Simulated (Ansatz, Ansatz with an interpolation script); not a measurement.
# G0W0 band structure of BiOCl (P4/nmm)

Wanted: quasiparticle gap and band widths of BiOCl (P4/nmm) over the whole zone.

Program: Ansatz 0.2.0. Level of theory: LDA, Wannier functions and G0W0, plane waves, PAW. Results are calculated unless marked as measured.

**What was measured.**

- Gap 3.44 eV: optical gap from Tauc plot; UV-vis diffuse reflectance; powder (hydrothermal powder) (“Synergistic Piezo-Photocatalysis of BiOCl/NaNbO3 Heterojunction Piezoelectric Composite for High-Efficient Organic Pollutant Degradation”, 2022, pmc:8839476).

- Gap 3.36 eV: optical gap from Kubelka-Munk/Tauc analysis; UV-vis diffuse reflectance; powder (solvothermal hierarchical microspheres made without additive) (“Hydrothermal Crystallization of Bismuth Oxychlorides (BiOCl) Using Different Shape Control Reagents”, 2021, pmc:8123882).

Most raw output is cut from this account.

**1. Set-up**

Symmetry: P4/nmm, No. 129, tetragonal system. Conventional cell: a = 3.886 Å, b = 3.886 Å, c = 7.349 Å, α = 90.00°, β = 90.00°, γ = 90.00°. Nearest to Bi lie 4 O at 2.31 Å and 4 Cl at 3.06 Å. Nearest to Cl lie 4 Bi at 3.06 Å. O has 4 Bi at 2.31 Å nearest. Farther neighbours and most contacts between anions are not listed.

The cell and positions come from the Crystallography Open Database and are kept as given unless a step says otherwise. Spin-orbit coupling is left out unless a step names it.

**2. LDA bands**

The cheap functional maps the bands first; the places of the edges decide which points the dearer methods must see.

This step: DFT, LDA, plane waves, PAW; PAW set soft_1.

File input.yaml:

```yaml
crystal:
  lattice:
    - [3.88551, 0.0, 0.0]
    - [0.0, 3.88551, 0.0]
    - [0.0, 0.0, 7.3489]
  atoms:
    - { symbol: Bi, position: [0.5, 0.0, 0.32904] }
    - { symbol: Bi, position: [0.0, 0.5, 0.67096] }
    - { symbol: Cl, position: [0.0, 0.5, 0.1472] }
    - { symbol: Cl, position: [0.5, 0.0, 0.8528] }
    - { symbol: O, position: [0.0, 0.0, 0.5] }
    - { symbol: O, position: [0.5, 0.5, 0.5] }
kpoints:
  mp_grid: { grid: [4, 4, 2] }
  band_path:
    path:
      - [[0.0, 0.0, 0.0], [0.0, 0.5, 0.0], [0.5, 0.5, 0.0], [0.0, 0.0, 0.0], [0.0, 0.0, 0.5], [0.0, 0.5, 0.5], [0.5, 0.5, 0.5], [0.0, 0.0, 0.5]]
      - [[0.0, 0.5, 0.0], [0.0, 0.5, 0.5]]
      - [[0.5, 0.5, 0.0], [0.5, 0.5, 0.5]]
    npoints: 10
hamiltonian:
  xc: lda
  pseudopotentials: { kind: paw, azcp: { folder: soft_1 }, xc_functional: pbe }
scf:
  occupations: { method: fermi_dirac, width: 0.02 }
  n_extra_bands: 59
output:
  eigenvalues: true
  fatbands: true
  write_density: true
  write_potential: true
  elf: true
  volumetric_format: npy
```

Command:

```console
$ ansatz run input.yaml --threads 3 --pin off --max-ram 92160MiB --backend cuda --events-out ev --progress --plain --runs-dir out --devices 1 --max-vram 13GiB
```

It took 9.4 s on 1 × NVIDIA H100 80GB HBM3 (shared by 6 runs) with 3 threads of AMD EPYC 7R13 (Zen 3), shared host; peak memory 0.98 GiB.

Numbers from this step:

* filled bands: 28
* gap: 2.497 eV
* valence top at: k = (0.000, 0.400, 0.500)
* conduction bottom at: Z
* least direct gap: 2.856 eV

The gap is indirect, with the least direct gap 0.36 eV higher.

ELF in the ac plane at fractional y = 0.000, with atoms of Bi and Cl and O within 0.2 Å of it. It is the smooth field of the valence electrons, not physical close to the nuclei.

Ten even steps from '0' (0.01) to '9' (0.89), each cell a mean:
```
00258999997410
00479999999720
01589864799840
01589842599840
01489976899730
00268999998410
00025889874100
11001355531001
55210011100135
88631000001478
78862000013788
47873111114786
68862233323797
88732343432489
76323322233246
22234213134212
00244211135310
00145432355310
00135555554200
00013455543100
00001222210000
00000000000000
00001233320000
00024788864100
```
Columns run along a (3.9 Å), rows up along c (7.3 Å). Atoms in or near the plane, at fractional coordinates: Bi at (0.50, 0.33), Cl at (0.50, 0.85), O at (0.00, 0.50).

Electrostatic potential energy in the ac plane at fractional y = 0.000, with atoms of Bi and Cl and O within 0.2 Å of it. With pseudopotentials it is smooth inside the atoms' cores, unlike the true potential.

Ten even steps from '_' (-46 eV) to '@' (15 eV), each cell a mean:
```
@@@@@@@@@@%%##**##%%@@@@@@@@
@@@@@@@@%%++------**%%@@@@@@
@@@@@@@@**::::::::--##@@@@@@
@@@@@@@@**::::::::--##@@@@@@
@@@@@@@@##--::::::==%%@@@@@@
@@@@@@@@%%##++==++##@@@@@@@@
@@@@@@@@@@@@%%%%%%@@@@@@@@@@
@@@@@@@@@@@@@@@@@@@@@@@@@@@@
@@@@@@@@@@@@@@@@@@@@@@@@@@@@
**##@@@@@@@@@@@@@@@@@@@@%%##
::--##@@@@@@@@@@@@@@@@@@**--
__::++%%@@%%%%%%%%%%@@%%==..
..::**%%%%##**++**##%%%%==::
++**%%%%**--::..::==##%%##++
%%@@%%##==..______::++##%%@@
@@@@%%**--________..==##%%@@
@@@@%%**--________..==##%%@@
@@@@%%##++::____..--**%%@@@@
@@@@@@%%##++==--==**##%%@@@@
@@@@@@@@%%%%######%%%%@@@@@@
@@@@@@@@@@@@@@@@@@@@@@@@@@@@
@@@@@@@@@@@@@@@@@@@@@@@@@@@@
@@@@@@@@@@@@@@@@@@@@@@@@@@@@
@@@@@@@@@@@@@@@@@@@@@@@@@@@@
```
Columns run along a (3.9 Å; values clipped at the 3rd and 97th percentile), rows up along c (7.3 Å). Atoms in or near the plane, at fractional coordinates: Bi at (0.50, 0.33), Cl at (0.50, 0.85), O at (0.00, 0.50).

**3. Wannier functions (Bi:6p Cl:3p O:2p) on 8×8×4**

Localised functions give a small Hamiltonian that interpolates between mesh points at no cost.

This step: maximally localised Wannier functions, LDA, plane waves, PAW; PAW set soft_1.

input.yaml, the sections that differ from step 2:

```yaml
kpoints:
  mp_grid: { grid: [4, 4, 2] }
scf:
  occupations: { method: fixed }
  n_extra_bands: 59
output:
  wannier:
    kmesh: [8, 8, 4]
    projections:
      - { species: Bi, l: p, shell: 6 }
      - { species: Cl, l: p, shell: 3 }
      - { species: O, l: p, shell: 2 }
    minimise: true
    write_hr: true
    seedname: w
    conv_tol: 1.0e-06
    max_iter: 20000
    stability_check: false
    disentanglement:
      window: [2.46, 16.0]
      frozen_window: [2.46, 13.0]
      conv_tol: 1.0e-08
# crystal, hamiltonian: as in step 2
```

Elapsed: 11 s, on 1 × NVIDIA H100 80GB HBM3 (shared by 6 runs) with 3 threads; peak memory 1.1 GiB; 23 s of CPU time.

Numbers from this step:

```
gauge-invariant spread     : 30.93 Å²
diagonal spread            : 0.08819 Å²
off-diagonal spread        : 1.213 Å²
total spread               : 32.23 Å²
least projectability       : 0.4783
localisation steps         : 33
disentanglement steps      : 21
r.m.s. interpolation error : 4.75e-4 eV
r.m.s. error near the gap  : 5.77e-4 eV
```

Near the gap the model misses directly solved bands by 0.6 meV r.m.s. and by 8 meV at most in the window tested. This tests the starting bands, not the corrections carried with them.

Wannier functions, by row:

| function | x (Å) | y (Å) | z (Å) | spread (Å²) | nearest atom | distance (Å) |
| --- | --- | --- | --- | --- | --- | --- |
| 1 | 1.943 | 0 | 2.227 | 2.72 | Bi1 | 0.191 |
| 2 | 1.943 | 0 | 2.188 | 2.799 | Bi1 | 0.23 |
| 3 | 1.943 | 0 | 2.188 | 2.799 | Bi1 | 0.23 |
| 4 | 0 | 1.943 | 5.122 | 2.72 | Bi2 | 0.191 |
| 5 | 0 | 1.943 | 5.161 | 2.799 | Bi2 | 0.23 |
| 6 | 0 | 1.943 | 5.161 | 2.799 | Bi2 | 0.23 |
| 7 | 0 | 1.943 | 1.087 | 1.41 | Cl3 | 0.005 |
| 8 | 0 | 1.943 | 1.077 | 1.375 | Cl3 | 0.005 |
| 9 | 0 | 1.943 | 1.077 | 1.375 | Cl3 | 0.005 |
| 10 | 1.943 | 0 | 6.262 | 1.41 | Cl4 | 0.005 |
| 11 | 1.943 | 0 | 6.272 | 1.375 | Cl4 | 0.005 |
| 12 | 1.943 | 0 | 6.272 | 1.375 | Cl4 | 0.005 |
| 13 | 0 | 0 | 3.674 | 1.138 | O5 | 0 |
| 14 | 0 | 0 | 3.605 | 1.251 | O5 | 0.069 |
| 15 | 0 | 0 | 3.744 | 1.251 | O5 | 0.069 |
| 16 | 1.943 | 1.943 | 3.674 | 1.138 | O6 | 0 |
| 17 | 1.943 | 1.943 | 3.744 | 1.251 | O6 | 0.069 |
| 18 | 1.943 | 1.943 | 3.605 | 1.251 | O6 | 0.069 |

Frozen up to 5.40 eV; above it the model need not follow the bands. Electronic bands along the path, in eV, zero at the valence-band top:

| point | band 25 | band 26 | band 27 | band 28 | band 29 | band 30 | band 31 | band 32 |
| --- | --- | --- | --- | --- | --- | --- | --- | --- |
| Γ | -1.04 | -1.04 | -0.98 | -0.79 | 3.00 | 3.68 | 5.23 | 5.23 |
| halfway | -1.01 | -0.51 | -0.40 | -0.28 | 4.21 | 4.58 | 4.75 | 4.93 |
| X | -0.90 | -0.90 | -0.10 | -0.10 | 4.50 | 4.50 | 5.12 | 5.12 |
| halfway | -1.02 | -1.02 | -0.70 | -0.70 | 4.50 | 4.50 | 5.33 | 5.33 |
| M | -0.70 | -0.70 | -0.67 | -0.67 | 4.02 | 4.02 | 5.72 | 5.72 |
| halfway | -0.82 | -0.61 | -0.52 | -0.39 | 3.87 | 4.94 | 5.10 | 5.44 |
| Γ | -1.04 | -1.04 | -0.98 | -0.79 | 3.00 | 3.68 | 5.23 | 5.23 |
| halfway | -0.88 | -0.88 | -0.73 | -0.54 | 2.74 | 3.28 | 5.23 | 5.23 |
| Z | -0.75 | -0.75 | -0.40 | -0.36 | 2.50 | 2.84 | 5.24 | 5.24 |
| halfway | -0.85 | -0.77 | -0.57 | -0.18 | 3.97 | 4.22 | 5.08 | 5.18 |
| R | -0.70 | -0.70 | -0.08 | -0.08 | 4.29 | 4.29 | 5.20 | 5.20 |
| halfway | -0.93 | -0.93 | -0.64 | -0.64 | 4.01 | 4.01 | 5.70 | 5.70 |
| A | -1.39 | -1.39 | -0.67 | -0.67 | 4.44 | 4.44 | 5.95 | 5.95 |
| halfway | -0.94 | -0.80 | -0.60 | -0.33 | 3.38 | 4.72 | 5.22 | 5.49 |
| Z | -0.75 | -0.75 | -0.40 | -0.36 | 2.50 | 2.84 | 5.24 | 5.24 |
| jump to X | -0.90 | -0.90 | -0.10 | -0.10 | 4.50 | 4.50 | 5.12 | 5.12 |
| halfway | -0.79 | -0.79 | -0.09 | -0.09 | 4.39 | 4.39 | 5.16 | 5.16 |
| R | -0.70 | -0.70 | -0.08 | -0.08 | 4.29 | 4.29 | 5.20 | 5.20 |
| jump to M | -0.70 | -0.70 | -0.67 | -0.67 | 4.02 | 4.02 | 5.72 | 5.72 |
| halfway | -1.01 | -1.01 | -0.67 | -0.67 | 4.22 | 4.22 | 5.85 | 5.85 |
| A | -1.39 | -1.39 | -0.67 | -0.67 | 4.44 | 4.44 | 5.95 | 5.95 |

The same for Kohn-Sham, solved directly:

| point | band 25 | band 26 | band 27 | band 28 | band 29 | band 30 | band 31 | band 32 |
| --- | --- | --- | --- | --- | --- | --- | --- | --- |
| Γ | -1.04 | -1.04 | -0.98 | -0.79 | 3.00 | 3.68 | 5.23 | 5.23 |
| X | -0.90 | -0.90 | -0.10 | -0.10 | 4.50 | 4.50 | 5.12 | 5.12 |
| M | -0.70 | -0.70 | -0.67 | -0.67 | 4.02 | 4.02 | 5.72 | 5.72 |
| Γ | -1.04 | -1.04 | -0.98 | -0.79 | 3.00 | 3.68 | 5.23 | 5.23 |
| Z | -0.75 | -0.75 | -0.40 | -0.36 | 2.50 | 2.84 | 5.24 | 5.24 |
| R | -0.70 | -0.70 | -0.08 | -0.08 | 4.29 | 4.29 | 5.20 | 5.20 |
| A | -1.39 | -1.39 | -0.67 | -0.67 | 4.44 | 4.44 | 5.95 | 5.95 |
| Z | -0.75 | -0.75 | -0.40 | -0.36 | 2.50 | 2.84 | 5.24 | 5.24 |
| X | -0.90 | -0.90 | -0.10 | -0.10 | 4.50 | 4.50 | 5.12 | 5.12 |
| R | -0.70 | -0.70 | -0.08 | -0.08 | 4.29 | 4.29 | 5.20 | 5.20 |
| M | -0.70 | -0.70 | -0.67 | -0.67 | 4.02 | 4.02 | 5.72 | 5.72 |
| A | -1.39 | -1.39 | -0.67 | -0.67 | 4.44 | 4.44 | 5.95 | 5.95 |

**4. G0W0 at every point of the mesh: 4×4×2 mesh, 462 empty bands, screening to 150 eV, PAW set soft_1 files**

G0W0 replaces the xc potential by the self-energy, built once from these orbitals. Only a window of levels is corrected, while the sums run over the empty bands that the input names.

This step: G0W0 on LDA, plane waves, PAW; PAW set soft_1.

input.yaml, the sections that differ from step 3:

```yaml
scf:
  occupations: { method: fixed }
gw:
  n_empty_bands: 462
  ecut_chi: 150.0
  qp_bands: [v12, c5]
  screening: { model: contour_deformation }
# crystal, kpoints, hamiltonian: as in step 3
# output: removed
```

Wall time 51 s (1 × NVIDIA H100 80GB HBM3 (shared by 6 runs) with 3 threads); peak memory 1.4 GiB; 93 s of CPU time.

This step gave:

- bands summed: 490
- RPA ε∞ on this mesh (eigenvalues): 5.288, 6.622, 6.622
- plane waves in the screening matrix: 459
- q-points in the mesh: 32
- G0W0 gap on the mesh: 3.684 eV
- k of the valence top: 0, 0.25, -0.5
- k of the conduction bottom: 0, 0, -0.5
- starting gap on the mesh: 2.577 eV
- Z at the valence top: 0.7519
- Z at the conduction bottom: 0.8117
- least direct G0W0 gap on the computed points: 3.878 eV

The gap on the mesh goes from 2.58 eV to 3.68 eV, a correction of +1.11 eV, though a band edge has moved to another state. The start differs from the 2.50 eV found before because this mesh misses an edge.

**5. Interpolating the corrections**

A script adds the corrections, carried to the Wannier functions and back, to the LDA levels, along the path and on a 13×13×9 mesh.

```
G0W0 gap over the zone     : 3.596 eV
conduction bottom at       : Z
starting gap over the zone : 2.495 eV
least direct G0W0 gap      : 3.878 eV
G0W0 gap on the mesh       : 3.684 eV
valence width, start       : 4.998 eV
valence width, G0W0        : 4.913 eV
gap by a rigid shift       : 3.602 eV
```

Levels solved directly plus the interpolated quasiparticle correction. Limits: finite bands, cutoff and mesh; no spin-orbit coupling; coarse k mesh. The quasiparticle bands at the labelled points (eV, zero at the valence-band top of each set):

| point | band 25 | band 26 | band 27 | band 28 | band 29 | band 30 |
| --- | --- | --- | --- | --- | --- | --- |
| Γ | -1.21 | -1.21 | -1.12 | -0.79 | 4.15 | 4.84 |
| halfway | -1.36 | -0.80 | -0.45 | -0.30 | 5.50 | 5.85 |
| X | -1.14 | -1.14 | -0.11 | -0.11 | 5.72 | 5.72 |
| halfway | -1.23 | -1.23 | -0.81 | -0.81 | 5.73 | 5.73 |
| M | -0.97 | -0.97 | -0.40 | -0.40 | 5.20 | 5.20 |
| halfway | -0.93 | -0.76 | -0.67 | -0.47 | 5.05 | 6.28 |
| Γ | -1.21 | -1.21 | -1.12 | -0.79 | 4.15 | 4.84 |
| halfway | -1.15 | -1.15 | -0.88 | -0.56 | 3.87 | 4.43 |
| Z | -1.07 | -1.07 | -0.69 | -0.28 | 3.60 | 4.02 |
| halfway | -1.11 | -0.91 | -0.79 | -0.09 | 5.20 | 5.48 |
| R | -0.83 | -0.83 | -0.15 | -0.15 | 5.50 | 5.50 |
| halfway | -1.03 | -1.03 | -0.89 | -0.89 | 5.22 | 5.22 |
| A | -1.80 | -1.80 | -0.40 | -0.40 | 5.61 | 5.61 |
| halfway | -0.83 | -0.81 | -0.70 | -0.49 | 4.55 | 6.05 |
| Z | -1.07 | -1.07 | -0.69 | -0.28 | 3.60 | 4.02 |
| jump to X | -1.14 | -1.14 | -0.11 | -0.11 | 5.72 | 5.72 |
| halfway | -0.97 | -0.97 | -0.14 | -0.14 | 5.61 | 5.61 |
| R | -0.83 | -0.83 | -0.15 | -0.15 | 5.50 | 5.50 |
| jump to M | -0.97 | -0.97 | -0.40 | -0.40 | 5.20 | 5.20 |
| halfway | -1.33 | -1.33 | -0.40 | -0.40 | 5.40 | 5.40 |
| A | -1.80 | -1.80 | -0.40 | -0.40 | 5.61 | 5.61 |

The same for LDA:

| point | band 25 | band 26 | band 27 | band 28 | band 29 | band 30 |
| --- | --- | --- | --- | --- | --- | --- |
| Γ | -1.04 | -1.04 | -0.98 | -0.79 | 3.00 | 3.68 |
| X | -0.90 | -0.90 | -0.10 | -0.10 | 4.50 | 4.50 |
| M | -0.70 | -0.70 | -0.67 | -0.67 | 4.02 | 4.02 |
| Γ | -1.04 | -1.04 | -0.98 | -0.79 | 3.00 | 3.68 |
| Z | -0.75 | -0.75 | -0.40 | -0.36 | 2.50 | 2.84 |
| R | -0.70 | -0.70 | -0.08 | -0.08 | 4.29 | 4.29 |
| A | -1.39 | -1.39 | -0.67 | -0.67 | 4.44 | 4.44 |
| Z | -0.75 | -0.75 | -0.40 | -0.36 | 2.50 | 2.84 |
| X | -0.90 | -0.90 | -0.10 | -0.10 | 4.50 | 4.50 |
| R | -0.70 | -0.70 | -0.08 | -0.08 | 4.29 | 4.29 |
| M | -0.70 | -0.70 | -0.67 | -0.67 | 4.02 | 4.02 |
| A | -1.39 | -1.39 | -0.67 | -0.67 | 4.44 | 4.44 |

(Continued in part 2 of 2.)

[Paths, hosts, dates, memory and timing lines, banners, echoed tables and standing remarks are left out of the program output.]

[Logs are printed without paths, hosts, clocks, repeated set-up lines and the standing remarks that a program may print on its own settings, such as how far it seeks lower states.]

[Runs of the session that timed out or met a known fault of the program may be left out.]

[Hosts, paths, dates, database ids (printed as entryN), source tags and the programs' standing remarks are cut or masked in the printed files.]
